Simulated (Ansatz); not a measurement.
# The gap of BaIBr (Pnma): a ladder of methods and an error budget, part 2 of 2

Aim: a best estimate of the quasiparticle gap of BaIBr (Pnma), with each correction and its cost laid out.

Ansatz 0.2.0; density functionals, hybrids, G0W0, plane waves, PAW. Known limits of the many-body steps: not at the basis limit; no spin-orbit coupling; coarse k mesh.

So far. Step 10 (G0W0@r2SCAN, 2×2×2 mesh, 638 empty bands, screening to …): Against the run with 2×4×2 mesh, 638 empty bands, screening to 72 eV, the gap moves by −0.02 eV. Step 11 (G0W0@HSE06, 2×4×2 mesh, 638 empty bands, screening to …): Against the run with 2×4×2 mesh, 638 empty bands, screening to 72 eV on r2SCAN, the gap moves by +0.14 eV, while the start moved by +0.51 eV.

In doubt: masses and optical values from hybrid runs of this build are listed as unsure (steps 11, 14), which bears on the screening that GW takes from such a start.

### 12. G0W0@r2SCAN, 2×4×2 mesh, 638 empty bands, screening to 72 eV, plasmon pole

A plasmon pole stands in for the full frequency dependence of the screening; this run shows what that costs in accuracy.

This step: G0W0 on r2SCAN, plane waves, PAW.

Contents of input.yaml:

```yaml
crystal:
  lattice:
    - [8.81446039, 0.0, 0.0]
    - [0.0, 5.12429103, 0.0]
    - [0.0, 0.0, 10.19167839]
  atoms:
    - { symbol: Ba, position: [0.72882454, 0.25, 0.37513703] }
    - { symbol: Ba, position: [0.27117546, 0.75, 0.62486297] }
    - { symbol: Ba, position: [0.77117546, 0.75, 0.87513703] }
    - { symbol: Ba, position: [0.22882454, 0.25, 0.12486297] }
    - { symbol: I, position: [0.47161056, 0.25, 0.83177655] }
    - { symbol: I, position: [0.52838944, 0.75, 0.16822345] }
    - { symbol: I, position: [0.02838944, 0.75, 0.33177655] }
    - { symbol: I, position: [0.97161056, 0.25, 0.66822345] }
    - { symbol: Br, position: [0.8564719, 0.25, 0.06668585] }
    - { symbol: Br, position: [0.1435281, 0.75, 0.93331415] }
    - { symbol: Br, position: [0.6435281, 0.75, 0.56668585] }
    - { symbol: Br, position: [0.3564719, 0.25, 0.43331415] }
kpoints:
  mp_grid: { grid: [2, 4, 2] }
hamiltonian:
  xc: r2scan
scf:
  occupations: { method: fixed }
gw:
  n_empty_bands: 638
  ecut_chi: 72
  qp_bands: [v2, c2]
  qp_kpoints: band_edges
  screening: { model: godby_needs }
```

The run is started by

```
$ ansatz run input.yaml --threads 32 --pin off --max-ram 129024MiB --backend cuda --events-out ev --progress --plain --runs-dir out --devices 1 --max-vram 157GiB
```

It took 18 s on 1 × NVIDIA GB200 with 32 threads of Arm Neoverse V2, shared host; peak memory 6.5 GiB.

Numbers from this step:

```yaml
bands_summed: 706
plasmon_pole_fit_frequency: 20.18 eV
rpa_eps_infinity_on_this_mesh_eigenvalues: 3.375, 3.375, 3.376
plane_waves_in_the_screening_matrix: 629
g0w0_gap_on_the_mesh: 5.352 eV
k_of_the_valence_top: 0, 0, 0
k_of_the_conduction_bottom: 0, 0, 0
starting_gap_on_the_mesh: 3.992 eV
least_direct_g0w0_gap_on_the_computed_points: 5.352 eV
```

Against the run with 2×4×2 mesh, 638 empty bands, screening to 72 eV, the gap moves by −0.008 eV.

### 13. G0W0@r2SCAN, 2×4×2 mesh, 638 empty bands, screening to 72 eV, hard PAW files

Other atomic data (hard PAW) test the pseudisation: the cutoff goes from 500 to 680 eV and the valence electrons from 136 to 176, which opens shells that were frozen.

Edit input.yaml of step 12 so:

```diff
@@ -22,2 +22,3 @@
   xc: r2scan
+  pseudopotentials: { kind: paw, source: ansatz }
 scf:
@@ -29,2 +30,2 @@
   qp_kpoints: band_edges
-  screening: { model: godby_needs }
+  screening: { model: contour_deformation }
```

Elapsed: 31 s, on 1 × NVIDIA GB200 with 32 threads; peak memory 11 GiB; 2 min of CPU time.

Numbers from this step:

```yaml
bands_summed: 726
rpa_eps_infinity_on_this_mesh_eigenvalues: 3.375, 3.375, 3.376
plane_waves_in_the_screening_matrix: 629
g0w0_gap_on_the_mesh: 5.363 eV
k_of_the_valence_top: 0, 0, 0
k_of_the_conduction_bottom: 0, 0, 0
starting_gap_on_the_mesh: 3.992 eV
least_direct_g0w0_gap_on_the_computed_points: 5.363 eV
```

Against the run with 2×4×2 mesh, 638 empty bands, screening to 72 eV, the gap moves by +0.004 eV.

### 14. G0W0@PBE0, 2×4×2 mesh, 638 empty bands, screening to 72 eV

This step: G0W0 on PBE0, plane waves, PAW.

Edit input.yaml of step 13 so:

```diff
@@ -21,4 +21,3 @@
 hamiltonian:
-  xc: r2scan
-  pseudopotentials: { kind: paw, source: ansatz }
+  xc: pbe0
 scf:
```

Run time: 67 s. Hardware: 1 × NVIDIA GB200 with 32 threads; peak memory 4.4 GiB; 3.9 min of CPU time.

Numbers from this step:

```yaml
bands_summed: 706
rpa_eps_infinity_on_this_mesh_eigenvalues: 3.050, 3.052, 3.053
plane_waves_in_the_screening_matrix: 629
g0w0_gap_on_the_mesh: 5.700 eV
k_of_the_valence_top: 0, 0, 0
k_of_the_conduction_bottom: 0, 0, 0
starting_gap_on_the_mesh: 5.206 eV
least_direct_g0w0_gap_on_the_computed_points: 5.700 eV
```

Against the run with 2×4×2 mesh, 638 empty bands, screening to 72 eV on HSE06, the gap moves by +0.20 eV, while the start moved by +0.70 eV.

### 15. The ladder

Times are wall times on 1 × NVIDIA GB200 with 32 threads of Arm Neoverse V2, shared host, good to a factor of about two. G0W0 rows are gaps on the mesh, lowered by the amount that the mesh misses the start's edges, a rough step that assumes the same correction there.

| level | gap (eV) | least direct gap (eV) | time |
| --- | --- | --- | --- |
| r2SCAN | 3.99 | 3.99 | 2.9 s |
| LDA | 3.35 | 3.35 | 1.8 s |
| r2SCAN+SOC | 3.74 | 3.74 | 4.5 s |
| PBE0 | 5.21 | 5.21 | 12 s |
| G0W0@r2SCAN (225 empty bands) | 5.23 | - | 9.5 s |
| G0W0@r2SCAN (638 empty bands) | 5.36 | - | 18 s |
| G0W0@r2SCAN (1374 empty bands) | 5.52 | - | 42 s |
| G0W0@r2SCAN (638 empty bands, 2×2×2) | 5.34 | - | 9.1 s |
| G0W0@HSE06 (638 empty bands) | 5.50 | - | 67 s |
| G0W0@r2SCAN (638 empty bands, plasmon pole) | 5.35 | - | 18 s |
| G0W0@r2SCAN (638 empty bands, hard PAW) | 5.36 | - | 31 s |
| G0W0@PBE0 (638 empty bands) | 5.70 | - | 67 s |

### 16. Adding up the best estimate

| term | eV | running total (eV) |
| --- | --- | --- |
| G0W0 on the mesh, top rung | 5.523 | 5.523 |
| to the limit, by a line in one over the bands through the two top rungs | +0.157 | 5.680 |
| spin-orbit change, from r2SCAN | −0.256 | 5.424 |

Changes that are not added in, each against a run with equal bands and cutoff:

| change | eV |
| --- | --- |
| the coarser 2×2×2 mesh (change of the correction alone) | −0.02 |
| start HSE06 | +0.14 |
| plasmon pole in place of full frequency | −0.01 |
| hard PAW files | +0.004 |
| start PBE0 | +0.34 |

### 17. Summary of results

```json
{
 "r2SCAN gap": "3.99 eV, direct",
 "PBE0": "5.21 eV",
 "G0W0, top rung on the mesh": "5.52 eV",
 "best estimate, G0W0@r2SCAN with spin-orbit change": "5.42 eV",
 "GW settings of the top rung": "2×4×2 mesh, 1374 empty bands, screening to 120 eV",
 "known limits": "one-shot GW, static lattice"
}
```

**Reading.** The best estimate for G0W0@r2SCAN is 5.42 eV, direct on the mesh, against 3.74 eV at the start (both with spin-orbit coupling). The pair of rungs below gives a limit −0.23 eV away. Of the changes left open the largest, +0.34 eV, comes from starting at PBE0. Among the functionals PBE0 comes nearest: −0.47 eV from the estimate without its spin-orbit term (5.68 eV). The RPA ε∞ on the GW mesh averages 3.4 against 3.8 from perturbation theory, which takes a denser mesh of its own and holds the xc response as well. All runs took 5 min, 88 % of it in G0W0.

[Paths, hosts, dates, memory and timing lines, banners, echoed tables and standing remarks are left out of the program output.]

[Logs are printed without paths, hosts, clocks, repeated set-up lines and the standing remarks that a program may print on its own settings, such as how far it seeks lower states.]

[Runs of the session that timed out or met a known fault of the program may be left out.]

[Cells called generated may have been cut or substituted from an entry of the Crystallography Open Database or the Materials Project.]

[Hosts, paths, dates, database ids (printed as entryN), source tags and the programs' standing remarks are cut or masked in the printed files.]
